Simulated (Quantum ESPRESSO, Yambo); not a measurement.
An input for Quantum ESPRESSO 7.5 (SnSe2 (P-3m1)):

```
&control
  calculation = 'nscf'
  prefix = 'x'
  outdir = 'o'
  pseudo_dir = 'pseudo'
/
&system
  ibrav = 0
  nat = 3
  ntyp = 2
  ecutwfc = 104.0
  nbnd = 87
  force_symmorphic = .true.
/
&electrons
  conv_thr = 1e-9
  electron_maxstep = 80
  diago_full_acc = .true.
  diago_thr_init = 5e-6
/
ATOMIC_SPECIES
  Sn 118.71 Sn.upf
  Se 78.971 Se.upf
CELL_PARAMETERS angstrom
  3.8872200000 0.0000000000 0.0000000000
  -1.9436100000 3.3664312701 0.0000000000
  0.0000000000 0.0000000000 6.2587200000
ATOMIC_POSITIONS crystal
  Sn 0.0000000000 0.0000000000 0.0000000000
  Se 0.3333333333 0.6666666667 0.2490000000
  Se 0.6666666667 0.3333333333 0.7510000000
K_POINTS automatic
  6 6 4 0 0 0
```

```sh
OMP_NUM_THREADS=1 mpirun -n 4 pw.x -nk 4 -in pw.in > pw.out
```

Estimate wall time and host memory on 4 MPI ranks of Arm Neoverse V2, shared host.

It took 28 s; on shared hardware allow 14 s to 57 s. Peak host memory was 0.57 GiB.

[Paths, hosts, dates, memory and timing lines, banners, echoed tables and standing remarks are left out of the program output.]

[Logs are printed without paths, hosts, clocks, repeated set-up lines and the standing remarks that a program may print on its own settings, such as how far it seeks lower states.]

[Runs of the session that timed out or met a known fault of the program may be left out.]

[Hosts, paths, dates, database ids (printed as entryN), source tags and the programs' standing remarks are cut or masked in the printed files.]
